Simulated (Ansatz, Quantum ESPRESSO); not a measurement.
# Complex bands of LiH, rock salt type, lattice constant set to 4.08 Å, part 3 of 3

Wanted: the complex band structure of LiH, rock salt type, lattice constant set to 4.08 Å, as for a tunnel barrier.

Quantum ESPRESSO 7.5; plane-wave DFT, PBE, SG15 norm-conserving pseudopotentials; cross-check by Ansatz 0.2.0 with PAW datasets.

So far. Step 2 (SCF with pw.x): The run needed 7 iterations to bring the estimated error under 1e-09 Ry.

## (5) The same in Ansatz

As a check, the same structure is run in Ansatz.

Level of this step: plane-wave DFT, PBE, Ansatz PAW (Ansatz 0.2.0).

input.yaml

```yaml
crystal:
  lattice:
    - [2.8849956672, 0.0, 0.0]
    - [0.0, 2.8849956672, 0.0]
    - [0.0, 0.0, 4.08]
  atoms:
    - { symbol: Li, position: [0.0, 0.0, 0.0] }
    - { symbol: H, position: [0.5, 0.5, 0.0] }
    - { symbol: Li, position: [0.5, 0.5, 0.5] }
    - { symbol: H, position: [0.0, 0.0, 0.5] }
kpoints:
  mp_grid: { grid: [8, 8, 6] }
hamiltonian:
  xc: pbe
scf:
  occupations: { method: fixed }
  convergence: { dr2_threshold: 1.0e-09 }
output:
  transmission:
    leads: [[0, 0]]
    kpoints: [[0, 0], [0.5, 0], [0.5, 0.5], [0.25, 0]]
    e_range: [-2.07, 6.9]
    de: 0.23
```

Launch:

```sh
$ ansatz run input.yaml --threads 2 --pin off --max-ram 4096MiB --backend cpu --events-out ev --progress --plain --runs-dir out
```

Numbers of over 12 decimals in the logs are rounded to 6 here.

Log:

```text
Engine: ansatz 0.2.0, aarch64-unknown-linux-gnu
Pseudopotentials: kind: paw
Pseudopotential: Li, paw, valence charge 3, recommended cutoff 420 eV (normal), Li.paw.azcp
Pseudopotential: H, paw, valence charge 1, recommended cutoff 420 eV (normal), H.paw.azcp
Functional definition: PBE
  parameter kappa = 0.804
  parameter beta = 0.066725
  exchange = pbe_x(kappa = kappa, mu = beta*pi^2/3)
  correlation = pbe_c(beta = beta)
Crystal: 4 atoms, lattice volume = 33.959 Å³
Basis set: ecut = 420 eV, 673 PW (Γ)
Bands: 8, of which v1, the nominal top of the filled ones, is band 4 counted from 1 (3 counted from 0)
Symmetry: 32 space group operations
Space group: Fm-3m (ITA 225), of the structure as read, at distance tolerance 3.2e-5 Å
k-points: 60 of 384
Non-local potential: Li, projectors of the file, l = 0: 3, l = 1: 2, l = 2: 1
Non-local potential: H, projectors of the file, l = 0: 2, l = 1: 1
PAW form: soft (Blöchl's): semilocal exchange-correlation on the pseudo side does not see the compensation charge
PAW one-centre angular grid: Li, 110 points (default); XC on 64 Gauss nodes
PAW one-centre angular grid: H, 110 points (default); XC on 64 Gauss nodes
Initial density: superposition of atomic densities (neutral atoms: chi_scale 0, normalization atom), corrected by the library's trained network
Initial wavefunctions: pseudopotential atomic-orbital guess
Functional: x = pbe(κ = 0.804, μ = 0.219515), c = pbe(β = 0.066725)
SCF iter   1: F=—  HF=-442.772775 eV  |F-HF|=—  |Δ(HF+E_count)|=         —  Δρ=9.03e-4  dr2=1.36e-4  ethr=1.77e-3  ⟨swp⟩=3.2  Hψ=2670  notcnv=0  defer=110
preconditioner: auto → none  [insulator: Δε(μ)=3.009 eV  Ē_g=10.265 eV  n_scr=2 (ndim 8)  ℏωp=12.7 eV  f_vac=0.000  ε∞_Penn≈2.5]
SCF iter   2: F=—  HF=-442.772774 eV  |F-HF|=—  |Δ(HF+E_count)|=   1.08e-6  Δρ=3.76e-4  dr2=2.02e-5  ethr=1.70e-6  ⟨swp⟩=2.0  Hψ=1085  notcnv=0  defer=115
SCF iter   3: F=—  HF=-442.772808 eV  |F-HF|=—  |Δ(HF+E_count)|=   3.39e-5  Δρ=5.98e-5  dr2=7.14e-7  ethr=2.52e-7  ⟨swp⟩=2.0  Hψ=725  notcnv=0  defer=110
SCF iter   4: F=—  HF=-442.772809 eV  |F-HF|=—  |Δ(HF+E_count)|=   1.21e-6  Δρ=2.96e-6  dr2=1.49e-9  ethr=8.93e-9  ⟨swp⟩=2.0  Hψ=604  notcnv=0
iter 5 did not close the SCF: its close was put off for the readings that it lacked (scf_convergence_deferred on its scf_iter line)
SCF iter   5: F=-442.772809 eV  HF=-442.772809 eV  |F-HF|=8.70e-12  |Δ(HF+E_count)|=   4.07e-9  Δρ=2.72e-7  dr2=1.45e-11  ethr=1.87e-11  ⟨swp⟩=2.2  Hψ=626  notcnv=0
SCF iter   6: F=-442.772809 eV  HF=-442.772809 eV  |F-HF|=0.00e0  |Δ(HF+E_count)|=  1.14e-11  Δρ=1.53e-8  dr2=4.34e-14  ethr=1.00e-12  ⟨swp⟩=2.0  Hψ=1979  notcnv=0
SCF 1 converged in 6 iterations: F = -442.772809 eV  dr2 = 4.34e-14
  greatest PAW one-centre occupation: 1.000 electrons in one spin orbital (limit 2), on the Li atom at site 2 (counted from 0), in its partial waves of l = 0
transmission: 6 of 24 steps passed
transmission: 12 of 24 steps passed
transmission: 18 of 24 steps passed
transmission: 24 of 24 steps passed
SCF converged after 6 iterations
Free energy (F): -442.772809 eV
Harris-Foulkes:  -442.772809 eV  (|F-HF|=0.00e0)
Internal energy: -442.772809 eV  (E = F + TS)
E sigma→0 (E₀):  -442.772809 eV
Fermi energy:    0.461140 eV
--- Per-component energies (eV) ---
  E_band       = -182.349686
  E_kinetic    = 71.137539
  E_local      = -253.113583  (includes V_loc(G=0)·N_el)
  E_nonlocal   = -63.566856
  E_hartree    = 70.845536
  E_xc         = -40.118097
  E_vxc        = -51.775796  (∫ρ·V_xc dr)
  E_paw        = -43.064450  (= ΣΔE_a)
  E_vpaw       = -26.719972  (= ΣTr[D̂ρ^β])
  E_aug_tail   = -0.002093  (compensation charges beyond the density's cutoff)
  E_ewald      = -184.890806
  E_smearing   = -0.000000  (= −TS)
  E_closure    = 0.000000  (closes the sum)
  Σ components = -442.772809   (vs F -442.772809, Δ=0.00e0)
--- Band table (eV; the first three rows and the last of 60) ---
  k-point 0: bands = ["-43.8635", "-43.8142", "-4.7797", "0.4610", "3.4838", "11.0205", "11.0205", "14.1224"]
  k-point 1: bands = ["-43.8601", "-43.8175", "-4.6172", "-0.5975", "4.9575", "11.2606", "11.2606", "14.3722"]
  k-point 2: bands = ["-43.8510", "-43.8264", "-4.1229", "-2.0831", "7.6288", "11.9773", "11.9773", "13.1651"]
  k-point 59: bands = ["-43.8140", "-43.8140", "0.2590", "0.2590", "5.6892", "5.6892", "5.6892", "5.6892"]
--- Transmission ---
  basis      : 69 plane waves across, 6 finite elements along
  points     : 4, as listed
  energies   : 40 from -2.070000 to 6.900000 eV about the Fermi level, 0.230000 eV apart; the leads are filled to 1.511114 eV, and channels, transmission and decay are at 1.610000 eV
  crystal 0  : Li2H2, at the sites [0, 0], period 4.0800 Å: whole cells are its period
    offset         : up to 0.0000 Å between an atom of the period and one for which it stands
    channels       : 0.000000e0 a spin
    conductance    : none, the energies end too early or step too widely for 300 K: set another output.transmission.e_range or a lower de, or, where they end at an eighth of basis.ecutwfc, a higher one
    slowest decay  : 0.1646 /Å at (0.0000, 0.0000)
```

Run time: 8.5 s. Hardware: 2 threads of Arm Neoverse N1, shared host; peak memory 0.27 GiB.

Numbers from this step:

| Quantity | Value |
| --- | --- |
| free energy | -442.7728 eV |
| gap by band count | 3.022 eV |
| symmetry operations | 32 |
| slowest decay at the grid energy nearest mid-gap | 0.1646 Å⁻¹ |
| peak of the smallest κ at the zone centre | 0.1658 Å⁻¹ |
| peak of the smallest κ at (1/4, 0) | 0.3009 Å⁻¹ |
| valence top, on the run's zero | 0.4611 eV |

K across = (0, 0) in the cell's reciprocal vectors; values within 0.0025 1/Å of each other count once, columns are sorted by size at each energy, a dash where no further value was kept. Table of Im kz of the slowest decaying states by energy, zero at the highest filled level of the SCF mesh:

```csv
energy (eV),decay 1 (Å⁻¹),decay 2 (Å⁻¹)
-2.07,-,-
-1.84,-,-
-1.38,-,-
-1.15,-,-
-0.92,-,-
-0.46,-,-
-0.23,-,-
0.00,0.0056,-
0.46,0.124,-
0.69,0.144,-
0.92,0.156,-
1.38,0.166,-
1.61,0.165,-
1.84,0.160,-
2.30,0.137,1.49
2.53,0.118,1.47
2.99,0.0323,1.43
3.22,1.41,-
3.45,1.38,-
3.91,1.34,-
4.14,1.32,-
4.37,1.29,-
4.83,1.24,-
5.06,1.22,-
5.29,1.19,1.48
5.75,1.14,1.44
5.98,1.11,1.42
6.21,1.08,1.40
6.67,1.03,1.36
6.90,0.996,1.33
```

K across = (0, 0) in the cell's reciprocal vectors. Table of Re kz of states that move upwards, channel 1 by energy, zero at the highest filled level of the SCF mesh:

```csv
energy (eV),"Re kz of states that move upwards, channel 1 (Å⁻¹)"
-2.07,-0.427
-1.84,-0.387
-1.61,-0.349
-1.38,-0.310
-1.15,-0.272
-0.92,-0.233
-0.69,-0.194
-0.46,-0.151
-0.23,-0.102
0.00,-
0.46,-
0.69,-
0.92,-
1.15,-
1.38,-
1.61,-
1.84,-
2.07,-
2.30,-
2.53,-
2.76,-
2.99,-
3.22,0.0825
3.45,0.125
3.68,0.159
3.91,0.189
4.14,0.217
4.37,0.243
4.83,0.292
5.06,0.316
5.29,0.339
5.52,0.361
5.75,0.383
5.98,0.405
6.21,0.427
6.44,0.448
6.67,0.469
6.90,0.490
```

K across = (1/2, 0) in the cell's reciprocal vectors; values within 0.0025 1/Å of each other count once, columns are sorted by size at each energy, a dash where no further value was kept. The Im kz of the slowest decaying states by energy, zero at the highest filled level of the SCF mesh:

```csv
energy (eV),decay 1 (Å⁻¹),decay 2 (Å⁻¹)
-2.07,0.763,1.49
-1.84,0.834,1.49
-1.38,0.895,1.50
-1.15,0.906,1.50
-0.92,0.910,1.50
-0.46,0.903,1.50
-0.23,0.895,1.50
0.00,0.884,1.50
0.46,0.855,1.49
0.69,0.838,1.49
0.92,0.819,1.49
1.38,0.777,1.48
1.61,0.754,1.48
1.84,0.729,1.47
2.30,0.675,1.46
2.53,0.645,1.46
2.99,0.579,1.45
3.22,0.542,1.44
3.45,0.502,1.43
3.91,0.408,1.42
4.14,0.351,1.41
4.37,0.281,1.40
4.83,1.38,-
5.06,1.37,-
5.29,1.36,-
5.75,1.34,-
5.98,1.33,-
6.21,1.32,-
6.67,1.30,-
6.90,1.28,1.48
```

K across = (1/2, 1/2) in the cell's reciprocal vectors; values within 0.0025 1/Å of each other count once, columns are sorted by size at each energy, a dash where no further value was kept. Im kz of the slowest decaying states against energy, zero at the highest filled level of the SCF mesh:

```csv
energy (eV),decay 1 (Å⁻¹),decay 2 (Å⁻¹)
-2.07,0.993,1.16
-1.84,0.952,1.14
-1.38,0.854,1.08
-1.15,0.794,1.05
-0.92,0.722,1.02
-0.46,0.492,0.963
-0.23,0.178,0.931
0.00,0.0305,0.897
0.46,0.559,0.826
0.69,0.632,0.788
0.92,0.682,0.749
1.38,0.662,0.749
1.61,0.614,0.771
1.84,0.562,0.789
2.30,0.439,0.815
2.53,0.363,0.824
2.99,0.0924,0.835
3.22,0.839,-
3.45,0.841,-
3.91,0.841,-
4.14,0.839,-
4.37,0.837,-
4.83,0.828,-
5.06,0.823,-
5.29,0.817,-
5.75,0.801,-
5.98,0.793,-
6.21,0.783,-
6.67,0.760,-
6.90,0.748,-
```

K across = (1/4, 0) in the cell's reciprocal vectors; values within 0.0025 1/Å of each other count once, columns are sorted by size at each energy, a dash where no further value was kept. Table of Im kz of the slowest decaying states by energy, zero at the highest filled level of the SCF mesh:

```csv
energy (eV),decay 1 (Å⁻¹),decay 2 (Å⁻¹),decay 3 (Å⁻¹)
-2.07,-,-,-
-1.84,-,-,-
-1.38,1.49,-,-
-1.15,1.46,-,-
-0.92,1.44,-,-
-0.46,0.0308,1.39,-
-0.23,0.142,1.37,-
0.00,0.191,1.35,-
0.46,0.249,1.29,-
0.69,0.268,1.27,-
0.92,0.281,1.24,-
1.38,0.297,1.19,-
1.61,0.300,1.16,-
1.84,0.301,1.13,-
2.30,0.293,1.07,-
2.53,0.285,1.03,-
2.99,0.259,0.967,-
3.22,0.240,0.932,-
3.45,0.215,0.896,1.49
3.91,0.131,0.820,1.45
4.14,0.781,1.42,-
4.37,0.740,1.40,-
4.83,0.657,1.36,-
5.06,0.613,1.34,-
5.29,0.570,1.31,1.49
5.75,0.483,1.26,1.47
5.98,0.439,1.24,1.45
6.21,0.394,1.22,1.44
6.67,0.299,1.16,1.41
6.90,0.244,1.14,1.40
```

## (6) Worked from the printed numbers

T falls as exp(−2κd). With κ = 0.165 1/Å, 10 Å of barrier pass exp(−2 × 0.165 × 10) = 0.037 of that channel, interfaces aside.

## (7) Results

```yaml
gap_on_the_scf_mesh: 3.03 eV
smallest_kappa_at_mid_gap_among_the_four_k_points_at_the_zone_centre: 0.165 Å⁻¹
peak_of_the_smallest_kappa_in_the_stop_band_at_the_zone_centre: 0.166 Å⁻¹
peak_of_the_smallest_kappa_in_the_stop_band_at_1_over_4_0: 0.301 Å⁻¹
energy_of_the_peak_at_the_zone_centre_over_the_highest_filled_level: 1.38 eV
peak_at_the_zone_centre_by_ansatz: 0.166 Å⁻¹
```

**Reading.** With a gap of 3.03 eV on the mesh, the smallest κ at mid-gap among the four k points, at the zone centre is 0.165 Å⁻¹ (PBE, SG15 norm-conserving). For a barrier with the Fermi level at mid-gap the slowest state found, at the zone centre, loses a factor of ten in probability every 7.0 Å or so. Stop bands away from the zone centre are mostly wider than the gap, so their peaks can lie above the conduction bottom. At the zone centre pwcond's peak is 0.166 and Ansatz's 0.166 1/Å, 0 % apart. The cell is the a/√2 one, turned by 45°, with two primitive cells, so X along [001] folds onto kz = 0. A semilocal gap is too small, often by a third to a half and by more in narrow-gap crystals, so real barriers decay faster.

[Logs are printed without paths, hosts, clocks, repeated set-up lines and the standing remarks that a program may print on its own settings, such as how far it seeks lower states.]

[Hosts, paths, dates, database ids (printed as entryN), source tags and the programs' standing remarks are cut or masked in the printed files.]

[Maps of the electrostatic potential energy from Ansatz leave out the sawtooth potential of an applied field or a dipole correction, so their vacuum need not be flat; planar profiles and work functions include it.]
